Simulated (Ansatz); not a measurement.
# BiB (model cell, started as layered BN type): a soft mode frozen in, part 2 of 2

Wanted: the energy along a soft mode of BiB (model cell, started as layered BN type) and the structure at the end.

Ansatz 0.2.0; DFT LDA, scalar-relativistic, plane waves, PAW.

So far, highest frequency on path, mesh or solved points (cm⁻¹): step 2 (phonons on a q mesh) 476. Also lowest frequency on the path (cm⁻¹): step 2 -135.

The structure was built from a prototype and need not be the compound's stable phase.

### Step 5. Energy along the mode, all amplitudes (two of the runs are shown above)

An imaginary frequency means negative curvature, so the energy should fall and then rise again as anharmonic terms take over.

This step gave:

```
depth at the lowest point sampled  : 0.612 meV/atom
largest atomic shift at that point : 0.14 Å
```

Table of energy from the parent by largest atomic shift:

| largest atomic shift (Å) | energy from the parent (meV/atom) |
| --- | --- |
| 0.000 | 0 |
| 0.040 | -0.118 |
| 0.080 | -0.407 |
| 0.140 | -0.612 |
| 0.220 | 1.54 |
| 0.320 | 13.0 |

Displacement at unit largest shift by atom:

| atom | x (Å) | y (Å) | z (Å) | size |
| --- | --- | --- | --- | --- |
| B1 | 0.00 | 0.00 | 0.00 | 0.00 |
| B2 | 0.00 | 0.00 | 0.00 | 0.00 |
| B3 | 0.00 | 0.00 | 0.00 | 0.00 |
| B4 | 0.00 | 0.00 | 1.00 | 1.00 |
| B5 | 0.00 | 0.00 | 0.00 | 0.00 |
| B6 | 0.00 | 0.00 | -1.00 | 1.00 |
| Bi7 | 0.00 | 0.00 | -0.18 | 0.18 |
| Bi8 | 0.00 | 0.00 | 0.00 | 0.00 |
| Bi9 | 0.00 | 0.00 | 0.18 | 0.18 |
| Bi10 | 0.00 | 0.00 | 0.00 | 0.00 |
| Bi11 | 0.00 | 0.00 | 0.00 | 0.00 |
| Bi12 | 0.00 | 0.00 | 0.00 | 0.00 |

The lowest step is at 0.14 Å, 0.612 meV/atom below the parent, and the energy rises beyond it.

### Step 6. Relaxation from the frozen mode

Starting from the lowest point found, all atoms and the cell are let go, so that strain and other modes of the same symmetry can join in.

input.yaml

```yaml
crystal:
  lattice:
    - [0.0, 0.0, 5.3326373303]
    - [6.2437176955, -3.6048178928, 0.0]
    - [6.2437227189, 3.604809192, 0.0]
  atoms:
    - { symbol: B, position: [0.2500000033, 0.6666666667, 0.3333333333] }
    - { symbol: B, position: [0.25, 0.0, 0.6666666667] }
    - { symbol: B, position: [0.2499999967, 0.3333333333, 1.0] }
    - { symbol: B, position: [0.7762534261, 0.0, 0.3333333333] }
    - { symbol: B, position: [0.7500003175, 0.3333333333, 0.6666666667] }
    - { symbol: B, position: [0.7237472088, 0.6666666667, 0.0] }
    - { symbol: Bi, position: [0.2453625474, 0.0, 0.3333333333] }
    - { symbol: Bi, position: [0.2499999439, 0.3333333333, 0.6666666667] }
    - { symbol: Bi, position: [0.2546373404, 0.6666666667, 0.0] }
    - { symbol: Bi, position: [0.7500000184, 0.6666666667, 0.3333333333] }
    - { symbol: Bi, position: [0.75, 0.0, 0.6666666667] }
    - { symbol: Bi, position: [0.7499999816, 0.3333333333, 1.0] }
kpoints:
  mp_grid: { grid: [8, 6, 6] }
hamiltonian:
  xc: lda
scf:
  occupations: { method: methfessel_paxton, width: 0.2 }
output:
  forces: true
  stress: true
  eigenvalues: true
relax:
  adjacent_minimum: "off"
  f_tol: 0.002
  max_steps: 120
  cell: { stress_tol: 0.03 }
```

Command:

```sh
$ ansatz run input.yaml --threads 4 --pin off --max-ram 7168MiB --backend cpu --events-out ev --progress --plain --runs-dir out
```

Standard output:

```text
[...]
Crystal: 12 atoms, lattice volume = 240.048 Å³
Basis set: ecut = 420 eV, 4649 PW (Γ)
Bands: 66, of which v1, the nominal top of the filled ones, is band 54 counted from 1 (53 counted from 0)
Symmetry: 6 space group operations
[...]
k-points: 44 of 288 (time reversal used)
[...]
SCF iter   1: F=—  HF=-73399.392828 eV  |F-HF|=—  |Δ(HF+E_count)|=         —  Δρ=7.13e-3  dr2=1.71e-1  ethr=1.77e-3  ⟨swp⟩=7.1  Hψ=12383  notcnv=0
[...]
SCF iter   7: F=-73399.342309 eV  HF=-73399.342309 eV  |F-HF|=1.96e-9  |Δ(HF+E_count)|=   1.11e-8  S|Δr|=    0.00e0  Δρ=1.66e-6  dr2=7.32e-9  ethr=9.26e-11  ⟨swp⟩=10.5  Hψ=12133  notcnv=0
SCF 1 converged in 7 iterations: F = -73399.342309 eV  dr2 = 7.32e-9
[...]
relax step   1: F+E_penalty+E_count = -73399.34230893 eV  Δ(F+E_penalty+E_count) = +0.000e0 eV  max|allowed force component| = 1.452e-1 eV/Å  Δτ_max = 0.0000 Å  P = +0.195 GPa  Ω = 240.048 Å³  (7 SCF iters, dr2 threshold 1.00e-7 eV, accepted)
Crystal: 12 atoms, lattice volume = 243.387 Å³
Basis set: ecut = 420 eV, 4699 PW (Γ)
[...]
SCF iter   6: F=-73399.327518 eV  HF=-73399.327518 eV  |F-HF|=4.31e-8  |Δ(HF+E_count)|=   1.58e-6  S|Δr|=    0.00e0  Δρ=5.72e-6  dr2=7.46e-8  ethr=1.11e-9  ⟨swp⟩=8.8  Hψ=14104  notcnv=0
SCF 2 converged in 6 iterations: F = -73399.327518 eV  dr2 = 7.46e-8
relax step   2: F+E_penalty+E_count = -73399.32751754 eV  Δ(F+E_penalty+E_count) = +1.479e-2 eV  max|allowed force component| = 2.815e-1 eV/Å  Δτ_max = 0.1092 Å  P = -0.751 GPa  Ω = 243.387 Å³  energy of the carried Pulay correction = -1.578e-3 eV  (6 SCF iters, dr2 threshold 1.20e-6 eV, rejected (line search))
Crystal: 12 atoms, lattice volume = 241.315 Å³
Basis set: ecut = 420 eV, 4627 PW (Γ)
[...]
SCF iter   8: F=-73399.360391 eV  HF=-73399.360391 eV  |F-HF|=4.37e-11  |Δ(HF+E_count)|=  2.91e-11  S|Δr|=    0.00e0  Δρ=1.09e-7  dr2=3.12e-11  ethr=1.00e-12  ⟨swp⟩=4.9  Hψ=14411  notcnv=0
SCF 3 converged in 8 iterations: F = -73399.360391 eV  dr2 = 3.12e-11
relax step   3: F+E_penalty+E_count = -73399.36039096 eV  Δ(F+E_penalty+E_count) = -1.808e-2 eV  max|allowed force component| = 1.033e-1 eV/Å  Δτ_max = 0.0492 Å  P = -0.155 GPa  Ω = 241.315 Å³  energy of the carried Pulay correction = -6.017e-4 eV  (8 SCF iters, accepted)
[... from here on, the SCF cycles and remarks between the steps are left out ...]
relax step   4: F+E_penalty+E_count = -73399.36778567 eV  Δ(F+E_penalty+E_count) = -7.395e-3 eV  max|allowed force component| = 6.077e-2 eV/Å  Δτ_max = 0.0342 Å  P = +0.000 GPa  Ω = 241.259 Å³  energy of the carried Pulay correction = -5.750e-4 eV  (5 SCF iters, dr2 threshold 6.67e-7 eV, accepted)
relax step   5: F+E_penalty+E_count = -73399.31775182 eV  Δ(F+E_penalty+E_count) = +5.003e-2 eV  max|allowed force component| = 7.405e-1 eV/Å  Δτ_max = 0.1486 Å  P = +0.568 GPa  Ω = 242.669 Å³  energy of the carried Pulay correction = -1.241e-3 eV  (6 SCF iters, dr2 threshold 2.31e-7 eV, rejected (line search))
relax step   6: F+E_penalty+E_count = -73399.38152634 eV  Δ(F+E_penalty+E_count) = -1.374e-2 eV  max|allowed force component| = 5.712e-2 eV/Å  Δτ_max = 0.0555 Å  P = -0.111 GPa  Ω = 242.503 Å³  energy of the carried Pulay correction = -1.163e-3 eV  (9 SCF iters, accepted)
relax step   7: F+E_penalty+E_count = -73399.38728276 eV  Δ(F+E_penalty+E_count) = -5.756e-3 eV  max|allowed force component| = 3.538e-2 eV/Å  Δτ_max = 0.0188 Å  P = +0.180 GPa  Ω = 241.987 Å³  energy of the carried Pulay correction = -9.191e-4 eV  (5 SCF iters, dr2 threshold 2.86e-7 eV, accepted)
relax step   8: F+E_penalty+E_count = -73399.38682196 eV  Δ(F+E_penalty+E_count) = +4.608e-4 eV  max|allowed force component| = 1.222e-2 eV/Å  Δτ_max = 0.0102 Å  P = -0.182 GPa  Ω = 243.402 Å³  energy of the carried Pulay correction = -1.586e-3 eV  (5 SCF iters, dr2 threshold 5.07e-7 eV, accepted)
relax step   9: F+E_penalty+E_count = -73399.38821867 eV  Δ(F+E_penalty+E_count) = -1.397e-3 eV  max|allowed force component| = 8.047e-3 eV/Å  Δτ_max = 0.0080 Å  P = -0.001 GPa  Ω = 242.683 Å³  energy of the carried Pulay correction = -1.247e-3 eV  (5 SCF iters, dr2 threshold 2.92e-7 eV, accepted)
relax step  10: F+E_penalty+E_count = -73399.38827362 eV  Δ(F+E_penalty+E_count) = -5.495e-5 eV  max|allowed force component| = 8.972e-4 eV/Å  Δτ_max = 0.0020 Å  P = -0.000 GPa  Ω = 242.633 Å³  energy of the carried Pulay correction = -1.224e-3 eV  (5 SCF iters, dr2 threshold 4.05e-9 eV, accepted)
[...]
SCF iter   5: F=-73399.390258 eV  HF=-73399.390258 eV  |F-HF|=0.00e0  |Δ(HF+E_count)|=  5.82e-11  S|Δr|=    0.00e0  Δρ=6.28e-8  dr2=9.10e-12  ethr=1.00e-12  ⟨swp⟩=7.2  Hψ=12882  notcnv=0
SCF 11 converged in 5 iterations: F = -73399.390258 eV  dr2 = 9.10e-12
relax step  11: F+E_penalty+E_count = -73399.39025752 eV  Δ(F+E_penalty+E_count) = -1.984e-3 eV  max|allowed force component| = 9.613e-4 eV/Å  Δτ_max = 0.0000 Å  P = +0.008 GPa  Ω = 242.633 Å³  stress off target by 2.92e-2 GPa  SCF on the basis re-selected at this cell (its energy is not comparable with the rows above)  (5 SCF iters)
basis re-selected at this cell: Δ(F+E_penalty+E_count) = -1.984e-3 eV, ΔP = +0.009 GPa vs the last step (what re-selecting the basis moved, of the pressure what is left beyond the Pulay correction that the steps carried, after the strain that the cell walked since its last selection, with what the two solves' SCF thresholds leave and, on support functions, any second-order correction that the steps lacked; it is no measure of the basis error at this ecutwfc). The dense FFT grid was sized anew with the basis: this SCF ran on 40×48×48 points, the steps before it on 36×50×50, so part of this shift can come from that change (see relax.cell in the input reference). [rest of the remark cut]
SCF converged after 5 iterations
[...]
Free energy (F): -73399.390258 eV
[...]
Internal energy: -73399.406114 eV  (E = F + TS)
E sigma→0 (E₀):  -73399.394222 eV
Entropy (-TS):   0.015856 eV (1.321 meV/atom)
Fermi energy:    10.339402 eV
[...]
--- Forces (eV/Å), atoms counted from 1 ---
  atom   1  B      0.00000000     0.00055151     0.00000000
  atom   2  B      0.00047762    -0.00027575    -0.00000000
  atom   3  B     -0.00047762    -0.00027575    -0.00000000
  atom   4  B      0.00000000     0.00000000     0.00096134
  atom   5  B      0.00000000     0.00000000     0.00000000
  atom   6  B      0.00000000     0.00000000    -0.00096134
  atom   7  Bi     0.00000000     0.00000000    -0.00095500
  atom   8  Bi    -0.00000000     0.00000000     0.00000000
  atom   9  Bi     0.00000000     0.00000000     0.00095500
  atom  10  Bi    -0.00000000    -0.00038826    -0.00000000
  atom  11  Bi    -0.00033624     0.00019413    -0.00000000
  atom  12  Bi     0.00033625     0.00019413    -0.00000000
  max |Σ_I F_I| component: 3.19e-17 eV/Å
--- Stress (GPa, compression-positive) ---
       -0.002420      -0.000000      -0.000000
       -0.000000      -0.002420      -0.000000
       -0.000000      -0.000000       0.029157
  P = ⅓ Tr σ = 0.0081 GPa (0.081 kbar)
--- Band table (eV; the first three rows and the last of 44) ---
  k-point 0: bands = [... 50 lower, 7.9220, 8.1020, 10.1162, 10.1162, 10.9644, 10.9753, 12.4531, 12.4531, ... 8 higher]
  k-point 1: bands = [... 50 lower, 7.8833, 9.0364, 9.1638, 9.9271, 10.7105, 11.7405, 11.7937, 12.1974, ... 8 higher]
  k-point 2: bands = [... 50 lower, 8.2108, 8.5054, 9.4145, 9.8990, 10.0732, 10.4750, 11.4999, 12.1165, ... 8 higher]
  k-point 43: bands = [... 50 lower, 9.9575, 9.9642, 10.2866, 10.2866, 10.4135, 10.4135, 10.4539, 10.4613, ... 8 higher]
--- Relaxed structure (10 steps of the walk, 8 accepted, 1 SCFs on fresh bases) ---
  F+E_penalty+E_count = -73399.39025752 eV   max|allowed force component| = 9.613e-4 eV/Å   (the final SCF, on the basis selected at the relaxed cell)
  cell:  # Å, volume = 242.6331 Å³
    - [-4.869995e-18, 0, 5.534075]
    - [6.161942, -3.557605, -5.702040e-18]
    - [6.161947, 3.557596, -5.702030e-18]
  atoms:
    - { symbol: B, position: [0.250000, 0.667466, 0.332534] }
    - { symbol: B, position: [0.250000, -0.000798987, 0.666667] }
    - { symbol: B, position: [0.250000, 0.333333, 1.000799] }
    - { symbol: B, position: [0.793840, -2.744188e-17, 0.333333] }
    - { symbol: B, position: [0.750000, 0.333333, 0.666667] }
    - { symbol: B, position: [0.706160, 0.666667, 2.790504e-19] }
    - { symbol: Bi, position: [0.224816, -2.766674e-17, 0.333333] }
    - { symbol: Bi, position: [0.250000, 0.333333, 0.666667] }
    - { symbol: Bi, position: [0.275184, 0.666667, 1.087435e-19] }
    - { symbol: Bi, position: [0.750000, 0.667166, 0.332834] }
    - { symbol: Bi, position: [0.750000, -0.000499505, 0.666667] }
    - { symbol: Bi, position: [0.750000, 0.333333, 1.000500] }
```

Run time: 85 s. Hardware: 4 threads of Intel Xeon 6975P-C (Granite Rapids), shared host; peak memory 1.1 GiB.

Step by step:

| step | energy less that of the first step (eV) | largest force component (eV/Å) | pressure (GPa) | volume (Å³) |
| --- | --- | --- | --- | --- |
| 1 | 0.0000 | 0.1452 | 0.19 | 240.05 |
| 2 | 0.0148 | 0.2815 | -0.75 | 243.39 |
| 3 | -0.0181 | 0.1033 | -0.15 | 241.32 |
| 4 | -0.0255 | 0.0608 | 0.00 | 241.26 |
| 5 | 0.0246 | 0.7405 | 0.57 | 242.67 |
| 6 | -0.0392 | 0.0571 | -0.11 | 242.50 |
| 7 | -0.0450 | 0.0354 | 0.18 | 241.99 |
| 8 | -0.0445 | 0.0122 | -0.18 | 243.40 |
| 9 | -0.0459 | 0.0080 | 0.00 | 242.68 |
| 10 | -0.0460 | 0.0009 | 0.00 | 242.63 |
| 11* | -0.0479 | 0.0010 | 0.01 | 242.63 |

Relaxation steps marked * repeat the geometry before them on a plane-wave basis chosen anew for their cell, so energy and pressure can jump there. Relaxation steps 2, 5 were tried and not accepted.

The run keeps the 6 symmetry operations that the program found, so distortions that break them were not tested.

| cell as run | before | after | change |
| --- | --- | --- | --- |
| a (Å) | 5.333 | 5.534 | +3.8 % |
| b (Å) | 7.210 | 7.115 | -1.3 % |
| c (Å) | 7.210 | 7.115 | -1.3 % |
| volume (Å³/atom) | 20.00 | 20.22 | +1.1 % |

The atoms that moved most (Å, as changes of fractional coordinates times the final cell):

| atom | dx | dy | dz | length |
| --- | --- | --- | --- | --- |
| Bi9 | 0.000 | 0.000 | 0.114 | 0.114 |
| Bi7 | 0.000 | 0.000 | -0.114 | 0.114 |
| B6 | 0.000 | 0.000 | -0.097 | 0.097 |
| B4 | 0.000 | 0.000 | 0.097 | 0.097 |
| B3 | 0.005 | 0.003 | 0.000 | 0.006 |
| B1 | 0.000 | -0.006 | 0.000 | 0.006 |
| B2 | -0.005 | 0.003 | 0.000 | 0.006 |

The relaxed structure:

```xyz
12
Lattice="0.0000 0.0000 5.5341 6.1619 -3.5576 0.0000 6.1619 3.5576 0.0000" Properties=species:S:1:pos:R:3 pbc="T T T"
B     6.1619   -1.1916    1.3835
B     4.1030    2.3746    1.3835
B     8.2209    2.3746    1.3835
B     2.0540    1.1859    4.3932
B     6.1619    1.1859    4.1506
B     4.1080   -2.3717    3.9079
Bi    2.0540    1.1859    1.2441
Bi    6.1619    1.1859    1.3835
Bi    4.1080   -2.3717    1.5229
Bi    6.1619   -1.1894    4.1506
Bi    4.1049    2.3735    4.1506
Bi    8.2190    2.3735    4.1506
```

This step gave:

```
pressure        : 0.008106 GPa
volume per atom : 20.22 Å³
```

The distorted start has space group P321; the relaxation ends in P321.

### Step 7. What came out

| Property | Result |
| --- | --- |
| unstable mode of the parent | q = (0.333, 0.333, 0), 115i cm⁻¹ |
| depth at the lowest point sampled | 0.612 meV/atom |
| largest atomic shift at that point | 0.14 Å |
| space group reached | P321 |
| energy gained over the parent (first relaxation, on the mesh of the frozen mode) | 4.84 meV/atom |
| volume per atom, phase reached | 20.2 Å³ |

What this shows: Along this mode the structure falls into P321, 4.84 meV/atom below the parent. At the parent's cell the well is 0.612 meV/atom deep on the steps tried, with its lowest point at a shift of 0.14 Å. Relaxing atoms and cell changes the gain by +4.23 meV/atom against the lowest step (energies at zero smearing). Most of the total comes from this relaxation. The modes of the phase reached were not computed. So shallow a well is near the error of the k mesh. Of the 4 patterns followed from this parent, this one ends 392 meV/atom above the lowest, P6_3mc. Each path keeps the symmetry of its pattern, so a lower phase may lie along a pattern not tried. With no gap, or one that is small against the smearing, the frequencies hang on the k mesh and the smearing, most of all near Kohn anomalies. Spin-orbit coupling is left out, which can matter for the heavy elements here. The starting cell was built on a prototype and not taken from a measurement, so the phase need not exist.

[Long decimals in the printed logs are rounded to 6 places.]

[Logs are printed without paths, hosts, clocks, repeated set-up lines and the standing remarks that a program may print on its own settings, such as how far it seeks lower states.]

[Hosts, paths, dates, database ids (printed as entryN), source tags and the programs' standing remarks are cut or masked in the printed files.]

[Where the starting crystal was built by hand or by swapping elements, it need not be the compound's stable phase.]
